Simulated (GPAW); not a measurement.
# Geometry or basis: what sets the conductance of BN in line between two Na chains

How well does BN in line between two Na chains conduct once its atoms have relaxed, and how much do cheaper levels lose?

Method: GPAW LCAO, PAW setups; relaxation of the junction within the symmetry of its start, lead ends held, in the first sound run; inputs show where later runs differ, in GPAW 26.7.0.

This is a report of a sequence of runs, with most program output left out.

## (1) The starting structure

The cell holds 16 atoms: 14 Na, 1 B and 1 N. Its edges and angles: a = 9.000 Å, b = 9.000 Å, c = 48.625 Å, α = 90.0°, β = 90.0°, γ = 90.0°. Regions: left lead, 7 atoms (7 Na); channel, 2 atoms (1 B and 1 N); right lead, 7 atoms (7 Na). Vacuum lies along a and b. The structure is stacked along c, and the current runs across the ab planes.

Structure file:

```cif
data_structure
_symmetry_space_group_name_H-M 'P 1'
_symmetry_Int_Tables_number 1
_cell_length_a 9.0000
_cell_length_b 9.0000
_cell_length_c 48.6252
_cell_angle_alpha 90.000
_cell_angle_beta 90.000
_cell_angle_gamma 90.000
_cell_volume 3938.64
loop_
_atom_site_label
_atom_site_type_symbol
_atom_site_fract_x
_atom_site_fract_y
_atom_site_fract_z
_atom_site_occupancy
Na1 Na 0.50000 0.50000 0.03393 1
Na2 Na 0.50000 0.50000 0.10180 1
Na3 Na 0.50000 0.50000 0.16967 1
Na4 Na 0.50000 0.50000 0.23753 1
Na5 Na 0.50000 0.50000 0.30540 1
Na6 Na 0.50000 0.50000 0.37326 1
Na7 Na 0.50000 0.50000 0.44113 1
B8 B 0.50000 0.50000 0.48895 1
N9 N 0.50000 0.50000 0.51527 1
Na10 Na 0.50000 0.50000 0.55887 1
Na11 Na 0.50000 0.50000 0.62674 1
Na12 Na 0.50000 0.50000 0.69460 1
Na13 Na 0.50000 0.50000 0.76247 1
Na14 Na 0.50000 0.50000 0.83033 1
Na15 Na 0.50000 0.50000 0.89820 1
Na16 Na 0.50000 0.50000 0.96607 1
```

## (2) Relaxation

Transmission follows bond lengths closely, so the atoms between the held lead ends are relaxed first, within whatever symmetry the start has.

run.py reads:

```python
import json
from ase import Atoms
from ase.constraints import FixAtoms
from ase.optimize import BFGS
from gpaw import GPAW, FermiDirac

device = Atoms(
    ['Na', 'Na', 'Na', 'Na', 'Na', 'Na', 'Na', 'B', 'N', 'Na', 'Na', 'Na', 'Na', 'Na', 'Na', 'Na'],
    positions=[
        [4.50000, 4.50000, 1.65000],
        [4.50000, 4.50000, 4.95000],
        [4.50000, 4.50000, 8.25000],
        [4.50000, 4.50000, 11.55000],
        [4.50000, 4.50000, 14.85000],
        [4.50000, 4.50000, 18.15000],
        [4.50000, 4.50000, 21.45000],
        [4.50000, 4.50000, 23.77510],
        [4.50000, 4.50000, 25.05510],
        [4.50000, 4.50000, 27.17520],
        [4.50000, 4.50000, 30.47520],
        [4.50000, 4.50000, 33.77520],
        [4.50000, 4.50000, 37.07520],
        [4.50000, 4.50000, 40.37520],
        [4.50000, 4.50000, 43.67520],
        [4.50000, 4.50000, 46.97520]],
    cell=[[9.0, 0.0, 0.0], [0.0, 9.0, 0.0], [0.0, 0.0, 48.6252]],
    pbc=True)

device.set_constraint(FixAtoms([0, 1, 2, 3, 4, 5, 10, 11, 12, 13, 14, 15]))
device.calc = GPAW(mode='lcao', basis='dzp', xc='PBE', h=0.18,
                   kpts={'size': (1, 1, 2), 'gamma': True},
                   symmetry={'tolerance': 1e-3, 'extra_ids': [1, 1, 1, 1, 1, 1, 0, 0, 0, 0, 1, 1, 1, 1, 1, 1]},
                   occupations=FermiDirac(0.1), maxiter=250,
                   mixer=dict(beta=0.1, nmaxold=8, weight=100.0),
                   convergence=dict(density=0.0001), txt='relax.txt')
path = []
opt = BFGS(device, maxstep=0.15)
opt.attach(lambda: path.append((device.get_potential_energy(), device.positions.tolist(), device.get_forces().tolist())))
relaxed = bool(opt.run(fmax=0.05, steps=50))
json.dump(dict(relaxed=relaxed, path=path, positions=device.positions.tolist(), moments=device.get_magnetic_moments().tolist(),
               forces=device.get_forces(apply_constraint=False).tolist()), open('result.json', 'w'))
```

Command:

```bash
$ OMP_NUM_THREADS=1 OPENBLAS_NUM_THREADS=1 python run.py
```

Run time: 10 min. Hardware: 1 thread of Arm Neoverse V2, shared host; peak memory 2.3 GiB.

Step by step:

```
step  energy less that of the first step (eV)  largest force (eV/Å)
   1                                   0.0000                1.1665
   2                                   0.0020                1.0530
   3                                  -0.0075                0.2385
   4                                  -0.0089                0.1988
   5                                  -0.0107                0.1442
   6                                  -0.0118                0.1206
   7                                  -0.0117                0.0591
   8                                  -0.0116                0.0411
```

The atoms that moved most (Å):

```
atom     dx     dy      dz  length
 Na7  0.000  0.000  -0.042   0.042
  N9  0.000  0.000   0.019   0.019
```

The relaxation lowered the energy of the cell by 0.0116 eV (energies extrapolated to zero smearing; the optimiser's log prints free energies). The largest force left on a free atom is 0.041 eV/Å.

## (3) Double-zeta polarised basis

The script solves lead and junction separately, takes H and S in the orbital basis, and joins semi-infinite leads through their self-energies; the dzp basis is the working standard.

This step: GPAW LCAO, PAW setups; Landauer transmission from Green's functions with principal layers (ASE), zero bias (GPAW 26.7.0).

run.py reads:

```python
import json
import numpy as np
from ase import Atoms
from ase.transport.calculators import TransportCalculator
from gpaw import GPAW, FermiDirac
from gpaw.lcao.tools import get_lcao_hamiltonian
from scipy.linalg import eigh

# The junction with lead layers at both ends, along the third cell vector
device = Atoms(
    ['Na', 'Na', 'Na', 'Na', 'Na', 'Na', 'Na', 'B', 'N', 'Na', 'Na', 'Na', 'Na', 'Na', 'Na', 'Na'],
    positions=[
        [4.50000, 4.50000, 1.65000],
        [4.50000, 4.50000, 4.95000],
        [4.50000, 4.50000, 8.25000],
        [4.50000, 4.50000, 11.55000],
        [4.50000, 4.50000, 14.85000],
        [4.50000, 4.50000, 18.15000],
        [4.50000, 4.50000, 21.40777],
        [4.50000, 4.50000, 23.77860],
        [4.50000, 4.50000, 25.07454],
        [4.50000, 4.50000, 27.17338],
        [4.50000, 4.50000, 30.47520],
        [4.50000, 4.50000, 33.77520],
        [4.50000, 4.50000, 37.07520],
        [4.50000, 4.50000, 40.37520],
        [4.50000, 4.50000, 43.67520],
        [4.50000, 4.50000, 46.97520]],
    cell=[[9.0, 0.0, 0.0], [0.0, 9.0, 0.0], [0.0, 0.0, 48.6252]],
    pbc=True)

# One principal layer of the lead: the first 4 atoms of the device
lead = Atoms(
    ['Na', 'Na', 'Na', 'Na'],
    positions=[
        [4.50000, 4.50000, 1.65000],
        [4.50000, 4.50000, 4.95000],
        [4.50000, 4.50000, 8.25000],
        [4.50000, 4.50000, 11.55000]],
    cell=[[9.0, 0.0, 0.0], [0.0, 9.0, 0.0], [0.0, 0.0, 13.2]],
    pbc=True)

settings = dict(mode='lcao', basis='dzp', xc='PBE', h=0.18,
                occupations=FermiDirac(0.1), maxiter=250,
                mixer=dict(beta=0.1, nmaxold=8, weight=100.0),
                convergence=dict(density=0.0001))
energies = np.arange(-2, 2 + 1e-9, 0.025)
eta = 0.0001
n1, n2 = 1, 1
# k and -k transmit alike, so half of the mesh across the current serves
mesh = [(i, j) for i in range(n1) for j in range(n2) if (i, j) <= (-i % n1, -j % n2)]
weights = np.array([1 if (i, j) == (-i % n1, -j % n2) else 2 for i, j in mesh]) / (n1 * n2)

# [... helper functions left out ...]
fermi_lead = ground_state(lead, (1, 1, 9), 'lead.txt')
fermi_device = ground_state(device, (1, 1, 2), 'device.txt')
# [... loop over the mesh left out, but for ...]
        # Shift the lead onto the potential of the device's first layer
        shift = ((H[:, 0, 0] - H0[:, 0, 0]) / S0[0, 0]).real.mean()
# [...]
kT = 8.617333e-5 * 300
bias = [0.1, 0.2, 0.5, 1.0, 1.5, 2.0]
# [... integrals and printing left out ...]
```

The job ended after 2.8 min (1 thread; peak memory 2.6 GiB).

This step gave:

| Quantity | Value |
| --- | --- |
| conductance | 0.1238 G₀ |
| thermopower | 20.90 μV/K |
| largest coupling past the next principal layer | 4.16e-12 eV |
| largest misfit of the first principal layer | 0.01605 eV |
| shift that aligns the lead | 7.82e-4 eV |
| basis functions of the junction | 264 |
| basis functions of a principal layer | 68 |
| transmission at the Fermi level (one spin) | 0.1232 |
| open channels of the lead at the Fermi level (one spin) | 1 |

One spin. Table of transmission, zone mean by energy, zero at the Fermi level:

```
energy (eV)  transmission, zone mean
     -2.000                  3.0e-11
     -1.800                  2.9e-11
     -1.600                  2.8e-11
     -1.400                  2.7e-11
     -1.200                  2.5e-11
     -1.000                  1.7e-11
     -0.825                   0.0417
     -0.800                   2.5e-4
     -0.600                    0.423
     -0.550                    0.492
     -0.400                    0.336
     -0.200                    0.200
      0.000                    0.123
      0.200                   0.0673
      0.400                   0.0431
      0.600                   0.0338
      0.800                   0.0293
      1.000                   0.0264
      1.200                   0.0247
      1.400                   0.0238
      1.600                   0.0227
      1.800                   0.0209
      2.000                   0.0162
```

Crossings of the lead's bands, unfolded to its shortest repeat. Table of open channels, zone mean by energy, zero at the Fermi level:

| energy (eV) | open channels, zone mean |
| --- | --- |
| -1.000 | 0 |
| -0.800 | 1 |
| -0.600 | 1 |
| -0.400 | 1 |
| -0.200 | 1 |
| 0.000 | 1 |
| 0.200 | 1 |
| 0.400 | 1 |
| 0.600 | 1 |
| 0.800 | 1 |
| 1.000 | 1 |
| 1.200 | 1 |
| 1.400 | 1 |
| 1.600 | 1 |
| 1.800 | 3 |
| 2.000 | 3 |

Not self-consistent under bias; the bias window is split evenly. Table of current through one cell, from the zero-bias transmission by bias:

| bias (V) | current through one cell, from the zero-bias transmission (μA) |
| --- | --- |
| 0.100 | 0.961 |
| 0.200 | 1.93 |
| 0.500 | 5.02 |
| 1.000 | 12.2 |
| 1.500 | 18.6 |
| 2.000 | 19.3 |

The transmission of the three most open eigenchannels by energy, zero at the Fermi level:

```
energy (eV)  channel 1  channel 2  channel 3
     -0.900    4.6e-11    2.5e-12          0
     -0.800     2.5e-4     9.8e-8    6.6e-12
     -0.700      0.105    1.2e-11          0
     -0.600      0.423    1.9e-11    1.6e-12
     -0.500      0.464    2.1e-11    1.9e-12
     -0.400      0.336    2.1e-11    1.9e-12
     -0.300      0.250    2.1e-11    1.9e-12
     -0.200      0.200    2.1e-11    1.9e-12
     -0.100      0.161    2.1e-11    1.9e-12
      0.000      0.123    2.0e-11    1.8e-12
      0.100     0.0907    2.0e-11    1.8e-12
      0.200     0.0673    2.0e-11    1.7e-12
      0.300     0.0523    1.9e-11    1.7e-12
      0.400     0.0431    1.9e-11    1.6e-12
      0.500     0.0374    1.8e-11    1.6e-12
      0.600     0.0338    1.7e-11    1.5e-12
      0.700     0.0313    1.7e-11    1.4e-12
      0.800     0.0293    1.6e-11    1.3e-12
      0.900     0.0277    1.6e-11    1.2e-12
      1.000     0.0264    1.5e-11    1.2e-12
      1.100     0.0254    1.4e-11    1.1e-12
      1.200     0.0247    1.4e-11          0
      1.300     0.0242    1.3e-11          0
      1.400     0.0238    1.2e-11          0
      1.500     0.0233    1.2e-11          0
      1.600     0.0227    1.1e-11          0
      1.700     0.0220    1.0e-11          0
      1.800     0.0209     4.6e-6     4.6e-6
      1.900     0.0192     4.4e-5     4.4e-5
      2.000     0.0159     1.5e-4     1.5e-4
```

Couplings past the next layer reach 4.2e-12 eV, small enough to drop; the matrix elements of the cell's first layer differ from the bulk lead's by up to 0.016 eV. That layer keeps its own values in the calculation, and only beyond it is the lead taken as perfect. The Fermi levels of lead and junction count from different zeros of potential, one for each periodic cell; with both set to zero, the small remaining shift is what aligns them. By hand: G = 0.1238 × 77.48 μS = 9.59 μS, a resistance of 104 kΩ; at 0.1 V a linear junction would pass 0.959 μA, and the integral over the bias window gives 0.961 μA. Mott's formula, S = -(π²/3)(k_B²T/e) d ln T/dE, has the prefactor 7.33 μV/K·eV at 300 K; T = 0.1324 at -0.025 eV and 0.1144 at 0.025 eV give a slope of -2.93 per eV and S = 21.5 μV/K, beside 20.9 μV/K from the thermal integral, which interpolates the same grid.

## (4) GPAW, szp: basis = "szp(dzp)"

The second zeta is dropped, the polarisation orbitals stay.

Changes to run.py since step 3:

```diff
@@ -42,3 +42,3 @@
 
-settings = dict(mode='lcao', basis='dzp', xc='PBE', h=0.18,
+settings = dict(mode='lcao', basis='szp(dzp)', xc='PBE', h=0.18,
                 occupations=FermiDirac(0.1), maxiter=250,
```

Elapsed: 2.5 min, on 1 thread; peak memory 2.5 GiB.

This step gave:

```
conductance                                    : 0.1218 G₀
thermopower                                    : 22.23 μV/K
largest coupling past the next principal layer : 4.06e-12 eV
largest misfit of the first principal layer    : 0.01811 eV
shift that aligns the lead                     : 0.001716 eV
basis functions of the junction                : 158
basis functions of a principal layer           : 40
transmission at the Fermi level (one spin)     : 0.1210
```

One spin. Transmission, zone mean against energy, zero at the Fermi level:

```csv
energy (eV),"transmission, zone mean"
-2.000,7.4e-11
-1.900,7.4e-11
-1.800,7.4e-11
-1.700,7.3e-11
-1.600,7.3e-11
-1.500,7.3e-11
-1.400,7.3e-11
-1.300,7.3e-11
-1.200,7.3e-11
-1.100,7.4e-11
-1.000,7.7e-11
-0.900,8.2e-11
-0.800,0.00407
-0.700,0.0637
-0.600,0.316
-0.500,0.518
-0.400,0.381
-0.300,0.270
-0.200,0.207
-0.100,0.162
0.000,0.121
0.100,0.0879
0.200,0.0649
0.300,0.0507
0.400,0.0425
0.500,0.0378
0.600,0.0351
0.700,0.0335
0.800,0.0325
0.900,0.0318
1.000,0.0315
1.100,0.0316
1.200,0.0320
1.300,0.0326
1.400,0.0333
1.500,0.0340
1.600,0.0344
1.700,0.0346
1.800,0.0343
1.900,0.0333
2.000,0.0304
```

Crossings of the lead's bands, unfolded to its shortest repeat. Table of open channels, zone mean by energy, zero at the Fermi level:

energy (eV), open channels, zone mean and a bar:
```
   -0.900       0.00 
   -0.800       1.00 ##########
   -0.700       1.00 ##########
   -0.600       1.00 ##########
   -0.500       1.00 ##########
   -0.400       1.00 ##########
   -0.300       1.00 ##########
   -0.200       1.00 ##########
   -0.100       1.00 ##########
    0.000       1.00 ##########
    0.100       1.00 ##########
    0.200       1.00 ##########
    0.300       1.00 ##########
    0.400       1.00 ##########
    0.500       1.00 ##########
    0.600       1.00 ##########
    0.700       1.00 ##########
    0.800       1.00 ##########
    0.900       1.00 ##########
    1.000       1.00 ##########
    1.100       1.00 ##########
    1.200       1.00 ##########
    1.300       1.00 ##########
    1.400       1.00 ##########
    1.500       1.00 ##########
    1.600       1.00 ##########
    1.700       1.00 ##########
    1.800       3.00 ##############################
    1.900       3.00 ##############################
    2.000       3.00 ##############################
```

Not self-consistent under bias; the bias window is split evenly. Table of current through one cell, from the zero-bias transmission by bias:

| bias (V) | current through one cell, from the zero-bias transmission (μA) |
| --- | --- |
| 0.100 | 0.946 |
| 0.200 | 1.91 |
| 0.500 | 5.03 |
| 1.000 | 12.9 |
| 1.500 | 18.4 |
| 2.000 | 19.1 |

The transmission of the three most open eigenchannels by energy, zero at the Fermi level:

```csv
energy (eV),channel 1,channel 2,channel 3
-0.900,8.2e-11,0,0
-0.800,0.00407,3.5e-11,0
-0.700,0.0637,5.6e-11,0
-0.600,0.316,5.9e-11,0
-0.500,0.518,5.9e-11,0
-0.400,0.381,5.9e-11,0
-0.300,0.270,5.9e-11,0
-0.200,0.207,5.8e-11,0
-0.100,0.162,5.7e-11,0
0.000,0.121,5.5e-11,0
0.100,0.0879,5.4e-11,0
0.200,0.0649,5.2e-11,0
0.300,0.0507,5.0e-11,0
0.400,0.0425,4.8e-11,0
0.500,0.0378,4.5e-11,0
0.600,0.0351,4.3e-11,0
0.700,0.0335,4.0e-11,0
0.800,0.0325,3.8e-11,0
0.900,0.0318,3.6e-11,0
1.000,0.0315,3.3e-11,0
1.100,0.0316,3.1e-11,0
1.200,0.0320,2.9e-11,0
1.300,0.0326,2.7e-11,0
1.400,0.0333,2.5e-11,0
1.500,0.0340,2.3e-11,0
1.600,0.0344,2.2e-11,0
1.700,0.0346,2.0e-11,0
1.800,0.0343,2.9e-6,2.9e-6
1.900,0.0332,3.3e-5,3.3e-5
2.000,0.0302,1.1e-4,1.1e-4
```

The conductance, 0.122 G₀, lies 1.6 % below that of the dzp run.

## (5) GPAW, sz: basis = "sz(dzp)"

One function for each valence shell of the setup, as for a first survey of a large system.

Changes to run.py since step 4:

```diff
@@ -42,3 +42,3 @@
 
-settings = dict(mode='lcao', basis='szp(dzp)', xc='PBE', h=0.18,
+settings = dict(mode='lcao', basis='sz(dzp)', xc='PBE', h=0.18,
                 occupations=FermiDirac(0.1), maxiter=250,
```

The job ended after 97 s (1 thread; peak memory 2.3 GiB).

Numbers from this step:

| Property | Result |
| --- | --- |
| conductance | 0.1308 G₀ |
| thermopower | 24.84 μV/K |
| largest coupling past the next principal layer | 4.26e-12 eV |
| largest misfit of the first principal layer | 0.01450 eV |
| shift that aligns the lead | -0.001148 eV |
| basis functions of the junction | 106 |
| basis functions of a principal layer | 28 |
| transmission at the Fermi level (one spin) | 0.1294 |

One spin. Transmission, zone mean against energy, zero at the Fermi level:

energy (eV), transmission, zone mean and a bar:
```
   -2.000      0.000 
   -1.800      0.000 
   -1.600      0.000 
   -1.400      0.000 
   -1.200      0.000 
   -1.000      0.000 
   -0.800      0.002 
   -0.600      0.162 #########
   -0.450      0.528 ##############################
   -0.400      0.495 ############################
   -0.200      0.246 ##############
    0.000      0.129 #######
    0.200      0.067 ####
    0.400      0.043 ##
    0.600      0.037 ##
    0.800      0.035 ##
    1.000      0.035 ##
    1.200      0.037 ##
    1.400      0.040 ##
    1.600      0.044 ###
    1.800      0.047 ###
    2.000      0.047 ###
```

The conductance, 0.131 G₀, lies 5.7 % above that of the dzp run.

## (6) revPBE in the dzp basis: xc = "revPBE"

Back in the dzp basis, the functional changes from PBE to revPBE, to set the spread between functionals beside that between bases.

Changes to run.py since step 5:

```diff
@@ -42,3 +42,3 @@
 
-settings = dict(mode='lcao', basis='sz(dzp)', xc='PBE', h=0.18,
+settings = dict(mode='lcao', basis='dzp', xc='revPBE', h=0.18,
                 occupations=FermiDirac(0.1), maxiter=250,
```

Run time: 3.2 min. Hardware: 1 thread; peak memory 2.6 GiB.

Numbers from this step:

* conductance: 0.1209 G₀
* thermopower: 22.74 μV/K
* largest coupling past the next principal layer: 5.77e-12 eV
* largest misfit of the first principal layer: 0.01636 eV
* shift that aligns the lead: 5.21e-4 eV
* basis functions of the junction: 264
* basis functions of a principal layer: 68
* transmission at the Fermi level (one spin): 0.1201

The conductance, 0.121 G₀, lies 2.3 % below that of the dzp run.

## (7) The structure as built: geometry = "as built"

The dzp basis with PBE on the structure as first built shows what the relaxation was worth.

Changes to run.py since step 6:

```diff
@@ -18,6 +18,6 @@
         [4.50000, 4.50000, 18.15000],
-        [4.50000, 4.50000, 21.40777],
-        [4.50000, 4.50000, 23.77860],
-        [4.50000, 4.50000, 25.07454],
-        [4.50000, 4.50000, 27.17338],
+        [4.50000, 4.50000, 21.45000],
+        [4.50000, 4.50000, 23.77510],
+        [4.50000, 4.50000, 25.05510],
+        [4.50000, 4.50000, 27.17520],
         [4.50000, 4.50000, 30.47520],
@@ -42,3 +42,3 @@
 
-settings = dict(mode='lcao', basis='dzp', xc='revPBE', h=0.18,
+settings = dict(mode='lcao', basis='dzp', xc='PBE', h=0.18,
                 occupations=FermiDirac(0.1), maxiter=250,
```

Run time: 3.1 min. Hardware: 1 thread; peak memory 2.6 GiB.

Numbers from this step:

* conductance: 0.1214 G₀
* thermopower: 21.08 μV/K
* largest coupling past the next principal layer: 4.16e-12 eV
* largest misfit of the first principal layer: 0.01642 eV
* shift that aligns the lead: 7.48e-4 eV
* transmission at the Fermi level (one spin): 0.1208

The conductance, 0.121 G₀, lies 1.9 % below that of the dzp run.

## (8) The ladder

Times are for 1 thread of Arm Neoverse V2, shared host. Results by setting:

```csv
no.,run,conductance (G₀),time,memory (GiB)
1,dzp,0.1238,2.8 min,2.6
2,szp,0.1218,2.5 min,2.5
3,sz,0.1308,97 s,2.3
4,dzp revPBE,0.1209,3.2 min,2.6
5,asbuilt,0.1214,3.1 min,2.6
```

(Continued in part 2 of 2.)

[Logs are printed without paths, hosts, clocks, repeated set-up lines and the standing remarks that a program may print on its own settings, such as how far it seeks lower states.]

[Hosts, paths, dates, database ids (printed as entryN), source tags and the programs' standing remarks are cut or masked in the printed files.]
